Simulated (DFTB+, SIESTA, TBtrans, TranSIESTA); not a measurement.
## Li chain with one S atom in line (relaxed at zero bias, lead layers held): electron transport

Aim: how much does the transmission of Li chain with one S atom in line (relaxed at zero bias, lead layers held) hang on the level of theory, and what does each level cost? The current runs along the third cell vector; the first and last atoms are layers of the leads.

Main program and level: SIESTA 5.4.2, TranSIESTA 5.4.2, TBtrans 5.4.2, DFTB+ 25.1 and DFTB+ 25.1, with a numpy script; PBE, numerical atomic orbitals (DZP), PseudoDojo norm-conserving files converted to PSML; other levels are named step by step, in the first sound run; inputs show where later runs differ.

Most raw output is cut from this account.

## 1. Starting point

The cell holds 11 atoms: 10 Li and 1 S. Its edges and angles: a = 9.000 Å, b = 9.000 Å, c = 31.212 Å, α = 90.0°, β = 90.0°, γ = 90.0°. Regions: left electrode layer, 3 atoms (3 Li); scattering region, 5 atoms (4 Li and 1 S); right electrode layer, 3 atoms (3 Li). Vacuum lies along a and b. The structure's axis is c.

## 2. Relaxation with the leads held

The cell was put together by a script, and a conductance hangs on how the channel binds, so the channel relaxes first, in a cell of fixed length. The input lists the atoms that are held; the electrode layers are among them, since they must match the electrode run.

Contents of RELAX.fdf:

```
SystemLabel RELAX
NumberOfAtoms 11
NumberOfSpecies 2
%block ChemicalSpeciesLabel
  1 3 Li
  2 16 S
%endblock ChemicalSpeciesLabel
LatticeConstant 1.0 Ang
%block LatticeVectors
  9.000000 0.000000 0.000000
  0.000000 9.000000 0.000000
  0.000000 0.000000 31.212000
%endblock LatticeVectors
AtomicCoordinatesFormat Ang
%block AtomicCoordinatesAndAtomicSpecies
  4.500000 4.500000 1.475000 1
  4.500000 4.500000 4.425000 1
  4.500000 4.500000 7.375000 1
  4.500000 4.500000 10.325000 1
  4.500000 4.500000 13.275000 1
  4.500000 4.500000 15.606000 2
  4.500000 4.500000 17.937000 1
  4.500000 4.500000 20.887000 1
  4.500000 4.500000 23.837000 1
  4.500000 4.500000 26.787000 1
  4.500000 4.500000 29.737000 1
%endblock AtomicCoordinatesAndAtomicSpecies
XC.Functional GGA
XC.Authors PBE
PAO.BasisSize DZP
PAO.EnergyShift 0.01 Ry
PAO.SplitNorm 0.15
Mesh.Cutoff 300 Ry
ElectronicTemperature 800 K
Spin non-polarized
MaxSCFIterations 100
SCF.MustConverge false
SCF.DM.Tolerance 0.0002
SCF.H.Tolerance 0.002 eV
SCF.Mixer.Method Pulay
SCF.Mixer.Weight 0.1
SCF.Mixer.History 10
WriteMullikenPop 1
PAO.Polarization.NonPerturbative true
%block kgrid.MonkhorstPack
  1 0 0 0.0
  0 1 0 0.0
  0 0 3 0.0
%endblock kgrid.MonkhorstPack
MD.TypeOfRun Broyden
MD.Steps 40
MD.MaxForceTol 0.05 eV/Ang
MD.MaxDispl 0.15 Ang
Geometry.Must.Converge false
WriteForces true
WriteMDXmol true
%block Geometry.Constraints
  atom [1 -- 3]
  atom [9 -- 11]
%endblock Geometry.Constraints
```

Started as:

```bash
$ OMP_NUM_THREADS=1 siesta RELAX.fdf > relax.out
```

Wall time 12 min (1 MPI rank of Intel Xeon Platinum 8259CL at 2.50GHz (Skylake/Cascade Lake), shared host); peak memory 0.65 GiB.

Step by step:

| step | energy less that of the first step (eV) |
| --- | --- |
| 1 | 0.0000 |
| 2 | -0.0705 |
| 3 | -0.2756 |
| 4 | -0.3761 |
| 5 | -0.3760 |
| 6 | -0.4052 |
| 7 | -0.4143 |

The atoms that moved most (Å):

| atom | dx | dy | dz | length |
| --- | --- | --- | --- | --- |
| Li7 | 0.000 | 0.000 | -0.239 | 0.239 |
| Li5 | 0.000 | 0.000 | 0.239 | 0.239 |
| Li8 | 0.000 | 0.000 | 0.107 | 0.107 |
| Li4 | 0.000 | 0.000 | -0.107 | 0.107 |

The relaxed structure:

```xyz
11
Lattice="9.0000 0.0000 0.0000 0.0000 9.0000 0.0000 0.0000 0.0000 31.2120" Properties=species:S:1:pos:R:3
Li    4.5000    4.5000    1.4750
Li    4.5000    4.5000    4.4250
Li    4.5000    4.5000    7.3750
Li    4.5000    4.5000   10.2178
Li    4.5000    4.5000   13.5144
S     4.5000    4.5000   15.6060
Li    4.5000    4.5000   17.6976
Li    4.5000    4.5000   20.9942
Li    4.5000    4.5000   23.8370
Li    4.5000    4.5000   26.7870
Li    4.5000    4.5000   29.7370
```

This step gave:

```yaml
free_energy: -2248.7110 eV
fermi_energy: -3.622 eV
orbitals: 73
largest_force_component_on_a_free_atom: 0.00672 eV/Å
geometry_steps: 8
```

The path lists 7 of the run's 8 geometries; the energy of the last one is missing from the table. From the first geometry to the last the energy changes by -0.417 eV.

## 3. One principal layer of the lead

This step: PBE, numerical atomic orbitals (DZP), PseudoDojo norm-conserving files converted to PSML; periodic bulk run (SIESTA 5.4.2).

System of this step: principal layer of the lead. The cell holds 3 atoms: 3 Li. Its edges and angles: a = 9.000 Å, b = 9.000 Å, c = 8.850 Å, α = 90.0°, β = 90.0°, γ = 90.0°. Vacuum lies along a and b. The structure's axis is c.

First the electrode alone: a periodic run of one principal layer, saved for the self-energies. Its Fermi level is the reference for all that follows.

Contents of ELEC.fdf:

```
SystemLabel ELEC
NumberOfAtoms 3
NumberOfSpecies 2
%block ChemicalSpeciesLabel
  1 3 Li
  2 16 S
%endblock ChemicalSpeciesLabel
LatticeConstant 1.0 Ang
%block LatticeVectors
  9.000000 0.000000 0.000000
  0.000000 9.000000 0.000000
  0.000000 0.000000 8.850000
%endblock LatticeVectors
AtomicCoordinatesFormat Ang
%block AtomicCoordinatesAndAtomicSpecies
  4.500000 4.500000 1.475000 1
  4.500000 4.500000 4.425000 1
  4.500000 4.500000 7.375000 1
%endblock AtomicCoordinatesAndAtomicSpecies
XC.Functional GGA
XC.Authors PBE
PAO.BasisSize DZP
PAO.EnergyShift 0.01 Ry
PAO.SplitNorm 0.15
Mesh.Cutoff 300 Ry
ElectronicTemperature 300 K
Spin non-polarized
MaxSCFIterations 200
SCF.MustConverge true
SCF.DM.Tolerance 0.0001
SCF.H.Tolerance 0.001 eV
SCF.Mixer.Method Pulay
SCF.Mixer.Weight 0.1
SCF.Mixer.History 10
WriteMullikenPop 1
PAO.Polarization.NonPerturbative true
%block kgrid.MonkhorstPack
  1 0 0 0.0
  0 1 0 0.0
  0 0 34 0.0
%endblock kgrid.MonkhorstPack
Diag.ParallelOverK true
TS.HS.Save true
```

Started as:

```bash
$ OMP_NUM_THREADS=1 siesta ELEC.fdf > dzp.lead.out
```

Run time: 13 s. Hardware: 1 MPI rank; peak memory 0.29 GiB.

This step gave:

* free energy: -584.1746 eV
* Fermi energy: -3.385 eV
* orbitals: 18
* largest coupling past the next principal layer: 0 eV

SIESTA lists orbital radii in bohr. The longest on the lead's atoms, 8.99 bohr, is 4.76 Å, so two such orbitals overlap up to 9.51 Å; the nearest atoms of layers two apart are 11.80 Å apart. The projectors of the pseudopotentials let the Hamiltonian reach a little farther than the overlap.

A principal layer may touch only the next one. The stored Hamiltonian has no element past the next layer.

## 4. The junction at zero bias, case PBE, DZP

This step: PBE, numerical atomic orbitals (DZP), PseudoDojo norm-conserving files converted to PSML; open system by non-equilibrium Green functions (TranSIESTA 5.4.2).

System of this step: Li chain with one S atom in line as built, then relaxed. The cell holds 11 atoms: 10 Li and 1 S. Its edges and angles: a = 9.000 Å, b = 9.000 Å, c = 31.212 Å, α = 90.0°, β = 90.0°, γ = 90.0°. Regions: left electrode layer, 3 atoms (3 Li); scattering region, 5 atoms (4 Li and 1 S); right electrode layer, 3 atoms (3 Li). Vacuum lies along a and b. The structure's axis is c.

Now the junction itself. A periodic cycle gives a start, then the density is found from Green functions with open boundaries, summed on a complex contour that starts below the deepest valence shell.

Contents of DEV.fdf:

```
SystemLabel DEV
NumberOfAtoms 11
NumberOfSpecies 2
%block ChemicalSpeciesLabel
  1 3 Li
  2 16 S
%endblock ChemicalSpeciesLabel
LatticeConstant 1.0 Ang
%block LatticeVectors
  9.000000 0.000000 0.000000
  0.000000 9.000000 0.000000
  0.000000 0.000000 31.212000
%endblock LatticeVectors
AtomicCoordinatesFormat Ang
%block AtomicCoordinatesAndAtomicSpecies
  4.500000 4.500000 1.475000 1
  4.500000 4.500000 4.425000 1
  4.500000 4.500000 7.375000 1
  4.500000 4.500000 10.217784 1
  4.500000 4.500000 13.514361 1
  4.500000 4.500000 15.605998 2
  4.500000 4.500000 17.697635 1
  4.500000 4.500000 20.994217 1
  4.500000 4.500000 23.837000 1
  4.500000 4.500000 26.787000 1
  4.500000 4.500000 29.737000 1
%endblock AtomicCoordinatesAndAtomicSpecies
XC.Functional GGA
XC.Authors PBE
PAO.BasisSize DZP
PAO.EnergyShift 0.01 Ry
PAO.SplitNorm 0.15
Mesh.Cutoff 300 Ry
ElectronicTemperature 300 K
Spin non-polarized
MaxSCFIterations 200
SCF.MustConverge true
SCF.DM.Tolerance 0.002
SCF.H.Tolerance 0.03 eV
TS.SCF.DM.Tolerance 0.0001
TS.SCF.H.Tolerance 2.205e-04 Ry
SCF.Mixer.Method Pulay
SCF.Mixer.Weight 0.1
SCF.Mixer.History 10
WriteMullikenPop 1
PAO.Polarization.NonPerturbative true
%block kgrid.MonkhorstPack
  1 0 0 0.0
  0 1 0 0.0
  0 0 5 0.0
%endblock kgrid.MonkhorstPack
%block TS.Elecs
  Left
  Right
%endblock TS.Elecs
%block TS.Elec.Left
  HS ELEC.TSHS
  chemical-potential Left
  semi-inf-direction -A3
  electrode-position 1
  bulk true
  Eta 0.0001 eV
  Out-of-core true
  tbt.Out-of-core false
%endblock TS.Elec.Left
%block TS.Elec.Right
  HS ELEC.TSHS
  chemical-potential Right
  semi-inf-direction +A3
  electrode-position end -1
  bulk true
  Eta 0.0001 eV
  Out-of-core true
  tbt.Out-of-core false
%endblock TS.Elec.Right
%block TS.ChemPots
  Left
  Right
%endblock TS.ChemPots
%block TS.ChemPot.Left
  mu V/2
  contour.eq
    begin
      C-Left
      T-Left
    end
%endblock TS.ChemPot.Left
%block TS.Contour.C-Left
  part circle
  from -70.0 eV + V/2 to -10 kT + V/2
  points 40
  method g-legendre
%endblock TS.Contour.C-Left
%block TS.Contour.T-Left
  part tail
  from prev to inf
  points 10
  method g-fermi
%endblock TS.Contour.T-Left
%block TS.ChemPot.Right
  mu -V/2
  contour.eq
    begin
      C-Right
      T-Right
    end
%endblock TS.ChemPot.Right
%block TS.Contour.C-Right
  part circle
  from -70.0 eV - V/2 to -10 kT - V/2
  points 40
  method g-legendre
%endblock TS.Contour.C-Right
%block TS.Contour.T-Right
  part tail
  from prev to inf
  points 10
  method g-fermi
%endblock TS.Contour.T-Right
TS.Elecs.Neglect.Principal true
TS.Contours.Eq.Pole 2.5 eV
%block TS.Contours.nEq
  neq
%endblock TS.Contours.nEq
%block TS.Contour.nEq.neq
  part line
  from -|V|/2 - 5 kT to |V|/2 + 5 kT
  delta 0.02 eV
  method mid-rule
%endblock TS.Contour.nEq.neq
Diag.ParallelOverK true
SaveElectrostaticPotential true
DM.UseSaveDM true
SolutionMethod transiesta
TS.Voltage 0 eV
TS.SCF.dQ.Converge false
TS.Contours.nEq.Eta 0.005 eV
```

Started as:

```bash
$ OMP_NUM_THREADS=1 siesta DEV.fdf > dzp.scf0.out
```

The job ended after 7.2 min (1 MPI rank; peak memory 0.65 GiB).

Numbers from this step:

```yaml
orbitals: 73
excess_charge_of_the_open_region: 0.0235 e
```

The open region is not held to a fixed charge; it ends 0.024 electron over neutrality, which is small.

## 5. T(E) at 0 V, case PBE, DZP

This step: PBE, numerical atomic orbitals (DZP), PseudoDojo norm-conserving files converted to PSML; open system by non-equilibrium Green functions (TBtrans 5.4.2).

With the Hamiltonian fixed, the transmission follows on an energy grid along the real axis; no further self-consistency is needed.

Contents of TBT.fdf:

```
TS.Voltage 0 eV
%block TBT.k
  1 0 0 0.0
  0 1 0 0.0
  0 0 1 0.0
%endblock TBT.k
%block TBT.Contour.line
  from -2.0125 eV to 2.0125 eV
  delta 0.025 eV
  method mid-rule
%endblock TBT.Contour.line
TBT.T.Bulk true
TBT.DOS.Gf true
TBT.T.Eig 3
TBT.Elecs.Eta 0.0001 eV
TBT.DOS.A true
TBT.Current.Orb true
%include DEV.fdf
```

Started as:

```bash
$ OMP_NUM_THREADS=1 tbtrans TBT.fdf > dzp.tbt0.out
```

Wall time 0.95 s (1 MPI rank); peak memory 0.19 GiB.

Numbers from this step:

```
transmission at the Fermi level : 0.001572
open channels of the lead       : 0.9995
conductance                     : 0.001590 G₀
thermopower                     : -35.93 μV/K
```

One spin; set to 0 where a lead has no channel. The transmission by energy, zero at the Fermi level:

energy (eV), transmission and a bar:
```
   -2.000     0.0000 
   -1.900     0.0000 
   -1.800     0.0000 
   -1.700     0.0000 
   -1.600     0.0000 
   -1.500     0.0000 
   -1.400     0.0000 
   -1.300     0.0000 
   -1.200     0.0000 
   -1.100     0.0000 
   -1.000     0.0000 
   -0.900     0.0000 
   -0.800     0.0000 
   -0.700     0.0000 
   -0.600     0.0000 
   -0.500     0.0000 
   -0.400     0.0000 
   -0.300     0.0001 
   -0.200     0.0004 #
   -0.100     0.0009 #
    0.000     0.0016 ##
    0.100     0.0024 ####
    0.200     0.0034 #####
    0.300     0.0043 ######
    0.400     0.0052 ########
    0.500     0.0060 #########
    0.600     0.0068 ##########
    0.700     0.0077 ###########
    0.800     0.0086 #############
    0.900     0.0097 ##############
    1.000     0.0111 ################
    1.100     0.0130 ###################
    1.200     0.0153 ######################
    1.300     0.0181 ##########################
    1.400     0.0205 ##############################
    1.425     0.0206 ##############################
    1.500     0.0159 #######################
    1.600     0.0027 ####
    1.700     0.0051 #######
    1.800     0.0074 ###########
    1.900     0.0098 ##############
    2.000     0.0125 ##################
```

Mulliken DOS an atom, one spin over height of the atomic layer and energy from the Fermi level.

log10 of the mean of each cell in states/eV. Values, 12 rows by 5 columns:
```
-0.1 -1.3 -1.8 -1.3 -0.1
-0.3 -0.9 -1.9 -0.9 -0.3
-0.4 -0.6 -1.9 -0.6 -0.4
-0.5 -0.7 -2.0 -0.7 -0.5
-0.5 -0.6 -2.0 -0.6 -0.5
-0.4 -0.6 -2.0 -0.6 -0.4
-0.3 -0.7 -2.0 -0.7 -0.3
-0.3 -1.0 -2.4 -1.0 -0.3
-1.3 -2.1 -3.5 -2.1 -1.3
-4.4 -3.6 -2.8 -3.6 -4.4
-4.9 -5.0 -4.1 -5.0 -4.9
-5.0 -5.7 -5.0 -5.7 -5.0
```
Columns: height of the atomic layer (Å) from 10.2 to 21.0 (not evenly spaced); rows upwards: energy from the Fermi level (eV) from -2 to 2.

One spin. The open channels of the lead by energy, zero at the Fermi level:

energy (eV), open channels of the lead and a bar:
```
   -0.800       0.00 
   -0.700       1.00 ##########
   -0.600       1.00 ##########
   -0.500       1.00 ##########
   -0.400       1.00 ##########
   -0.300       1.00 ##########
   -0.200       1.00 ##########
   -0.100       1.00 ##########
    0.000       1.00 ##########
    0.100       1.00 ##########
    0.200       1.00 ##########
    0.300       1.00 ##########
    0.400       1.00 ##########
    0.500       1.00 ##########
    0.600       1.00 ##########
    0.700       1.00 ##########
    0.800       1.00 ##########
    0.900       1.00 ##########
    1.000       1.00 ##########
    1.100       1.00 ##########
    1.200       1.00 ##########
    1.300       1.00 ##########
    1.400       1.00 ##########
    1.500       2.99 ##############################
    1.600       2.00 ####################
    1.700       2.00 ####################
    1.800       2.00 ####################
    1.900       2.00 ####################
    2.000       2.00 ####################
```

One spin; device region. Table of density of states, device by energy, zero at the Fermi level; read off at these points:

| energy (eV) | density of states, device (states/eV) |
| --- | --- |
| -1.40 | 1.9e-4 |
| -1.30 | 0.00195 |
| -1.20 | 9.5e-4 |
| -1.10 | 1.6e-4 |
| -1.00 | 9.2e-5 |
| -0.90 | 9.2e-5 |
| -0.80 | 2.0e-4 |
| -0.70 | 0.647 |
| -0.60 | 1.03 |
| -0.50 | 1.18 |
| -0.40 | 1.25 |
| -0.30 | 1.28 |
| -0.20 | 1.29 |
| -0.10 | 1.29 |
| -0.08 | 1.43 |
| 0.00 | 1.25 |
| 0.10 | 1.21 |
| 0.20 | 1.17 |
| 0.30 | 1.13 |
| 0.40 | 1.10 |
| 0.50 | 1.08 |
| 0.60 | 1.08 |
| 0.70 | 1.08 |
| 0.80 | 1.10 |
| 0.90 | 1.14 |
| 1.00 | 1.19 |
| 1.10 | 1.25 |
| 1.20 | 1.34 |
| 1.30 | 1.43 |
| 1.40 | 1.49 |
| 1.50 | 1.63 |
| 1.52 | 1.71 |
| 1.60 | 1.26 |
| 1.70 | 1.62 |
| 1.80 | 1.84 |
| 1.90 | 1.97 |
| 2.00 | 2.04 |

The eigenchannel transmission by energy, zero at the Fermi level:

| energy (eV) | channel 1 | channel 2 | channel 3 |
| --- | --- | --- | --- |
| -0.800 | 4.8e-13 | 3.1e-13 | 0 |
| -0.700 | 2.9e-6 | 1.3e-12 | 0 |
| -0.600 | 2.2e-6 | 6.1e-12 | 0 |
| -0.500 | 9.1e-7 | 2.7e-11 | 0 |
| -0.400 | 3.0e-5 | 1.3e-12 | 0 |
| -0.300 | 1.4e-4 | 3.7e-13 | 0 |
| -0.200 | 4.1e-4 | 1.6e-13 | 0 |
| -0.100 | 8.8e-4 | 1.1e-13 | 1.1e-13 |
| 0.000 | 0.00157 | 5.7e-14 | 0 |
| 0.100 | 0.00244 | 3.8e-14 | 0 |
| 0.200 | 0.00338 | 2.7e-14 | 0 |
| 0.300 | 0.00432 | 2.0e-14 | 0 |
| 0.400 | 0.00520 | 1.5e-14 | 0 |
| 0.500 | 0.00603 | 1.1e-14 | 0 |
| 0.600 | 0.00683 | 0 | 0 |
| 0.700 | 0.00767 | 0 | 0 |
| 0.800 | 0.00861 | 0 | 0 |
| 0.900 | 0.00974 | 0 | 0 |
| 1.000 | 0.0111 | 2.1e-14 | 2.1e-14 |
| 1.100 | 0.0130 | 5.8e-14 | 5.8e-14 |
| 1.200 | 0.0153 | 2.0e-13 | 2.0e-13 |
| 1.300 | 0.0181 | 1.0e-12 | 1.0e-12 |
| 1.400 | 0.0205 | 1.0e-11 | 1.0e-11 |
| 1.500 | 0.0157 | 8.4e-5 | 8.4e-5 |
| 1.600 | 0.00135 | 0.00135 | 1.3e-9 |
| 1.700 | 0.00253 | 0.00253 | 9.9e-11 |
| 1.800 | 0.00371 | 0.00371 | 2.5e-11 |
| 1.900 | 0.00492 | 0.00492 | 9.7e-12 |
| 2.000 | 0.00623 | 0.00623 | 4.9e-12 |

The conductance is 0.00159 G0. At the Fermi level one eigenchannel carries it, with T = 0.0016. The thermopower is negative, since T(E) rises through the Fermi level. By hand: With G0 = 2e²/h = 77.48 µS, G = 0.00159 × 77.48 µS = 0.123 µS, a resistance of 8.12 MΩ. Mott's formula S = −(π²k²T/3e) d ln T/dE has the factor 7.33 µV/K × eV at 300 K; T(−0.05 eV) = 0.001200 and T(+0.05 eV) = 0.001988 give a slope of 5.05 per eV and S ≈ -37.0 µV/K, against -35.9 from the full integral.

## 6. The junction at zero bias, case basis SZP

This step: PBE, numerical atomic orbitals (SZP), PseudoDojo norm-conserving files converted to PSML; open system by non-equilibrium Green functions (TranSIESTA 5.4.2).

Changed here: basis SZP. A smaller basis is cheaper as a rule and a larger one more complete; the conductance shows what that is worth. The electrode was run again at this level first.

Edit DEV.fdf of step 4 so:

```diff
@@ -29,3 +29,3 @@
 XC.Authors PBE
-PAO.BasisSize DZP
+PAO.BasisSize SZP
 PAO.EnergyShift 0.01 Ry
```

Started as:

```bash
$ OMP_NUM_THREADS=1 siesta DEV.fdf > szp.scf0.out
```

Elapsed: 5.3 min, on 1 MPI rank; peak memory 0.63 GiB.

This step gave:

- orbitals: 59
- excess charge of the open region: 0.0228 e

The open region is not held to a fixed charge; it ends 0.023 electron over neutrality, which is small.

## 7. T(E) at 0 V, case basis SZP

This step: PBE, numerical atomic orbitals (SZP), PseudoDojo norm-conserving files converted to PSML; open system by non-equilibrium Green functions (TBtrans 5.4.2).

TBT.fdf is that of step 5.

Started as:

```bash
$ OMP_NUM_THREADS=1 tbtrans TBT.fdf > szp.tbt0.out
```

Run time: 0.92 s. Hardware: 1 MPI rank; peak memory 0.19 GiB.

One spin; set to 0 where a lead has no channel. The transmission by energy, zero at the Fermi level:

| energy (eV) | transmission |
| --- | --- |
| -2.000 | 0 |
| -1.900 | 0 |
| -1.800 | 0 |
| -1.700 | 0 |
| -1.600 | 0 |
| -1.500 | 0 |
| -1.400 | 0 |
| -1.300 | 0 |
| -1.200 | 0 |
| -1.100 | 0 |
| -1.000 | 0 |
| -0.900 | 0 |
| -0.800 | 0 |
| -0.700 | 3.5e-7 |
| -0.600 | 1.1e-5 |
| -0.500 | 5.9e-5 |
| -0.400 | 1.9e-4 |
| -0.300 | 4.6e-4 |
| -0.200 | 9.5e-4 |
| -0.100 | 0.00170 |
| 0.000 | 0.00273 |
| 0.100 | 0.00394 |
| 0.200 | 0.00523 |
| 0.300 | 0.00646 |
| 0.400 | 0.00759 |
| 0.500 | 0.00861 |
| 0.600 | 0.00958 |
| 0.700 | 0.0106 |
| 0.800 | 0.0117 |
| 0.900 | 0.0130 |
| 1.000 | 0.0146 |
| 1.100 | 0.0166 |
| 1.200 | 0.0190 |
| 1.300 | 0.0215 |
| 1.375 | 0.0226 |
| 1.400 | 0.0224 |
| 1.500 | 0.0123 |
| 1.600 | 0.00407 |
| 1.700 | 0.00715 |
| 1.800 | 0.0100 |
| 1.900 | 0.0130 |
| 2.000 | 0.0161 |

The conductance is 0.00274 G0, 1.7 times that of the case PBE, DZP. At the Fermi level one eigenchannel carries it, with T = 0.0027. The thermopower is negative, since T(E) rises through the Fermi level.

## 8. The junction as a periodic cell

This step: GFN1-xTB Hamiltonian of the periodic cell between leads' self-energies (DFTB+ 25.1).

Changed here: GFN1-xTB. A cheaper Hamiltonian on the same geometry shows what the approximation costs. The periodic cell gives self-consistent charges, from which the Hamiltonian is then written out; one principal layer of the lead was run in the same way.

Contents of dftb_in.hsd:

```
Geometry = GenFormat {
  <<< "geo.gen"
}
Hamiltonian = xTB {
  Method = "GFN1-xTB"
  SccTolerance = 1e-06
  MaxSccIterations = 300
  Mixer = Broyden {
    MixingParameter = 0.1
  }
  Filling = Fermi {
    Temperature [K] = 300
  }
  KPointsAndWeights = SupercellFolding {
    1 0 0
    0 1 0
    0 0 2
    0.0 0.0 0.0
  }
}
Options {
  WriteChargesAsText = Yes
}
Analysis {
  MullikenAnalysis = Yes
  PrintForces = Yes
}
ParserOptions {
  ParserVersion = 14
}
```

Contents of geo.gen:

```
11 S
  Li S
   1 1     4.500000     4.500000     1.475000
   2 1     4.500000     4.500000     4.425000
   3 1     4.500000     4.500000     7.375000
   4 1     4.500000     4.500000    10.217784
   5 1     4.500000     4.500000    13.514361
   6 2     4.500000     4.500000    15.605998
   7 1     4.500000     4.500000    17.697635
   8 1     4.500000     4.500000    20.994217
   9 1     4.500000     4.500000    23.837000
  10 1     4.500000     4.500000    26.787000
  11 1     4.500000     4.500000    29.737000
  0.0 0.0 0.0
  9.000000 0.000000 0.000000
  0.000000 9.000000 0.000000
  0.000000 0.000000 31.212000
```

Started as:

```bash
$ OMP_NUM_THREADS=1 dftb+ > dftb.out
```

It took 0.49 s on 1 thread; peak memory 0.19 GiB.

This step gave:

```yaml
fermi_energy: -9.941 eV
```

(Continued in part 2 of 2.)

[Logs are printed without paths, hosts, clocks, repeated set-up lines and the standing remarks that a program may print on its own settings, such as how far it seeks lower states.]

[Hosts, paths, dates, database ids (printed as entryN), source tags and the programs' standing remarks are cut or masked in the printed files.]
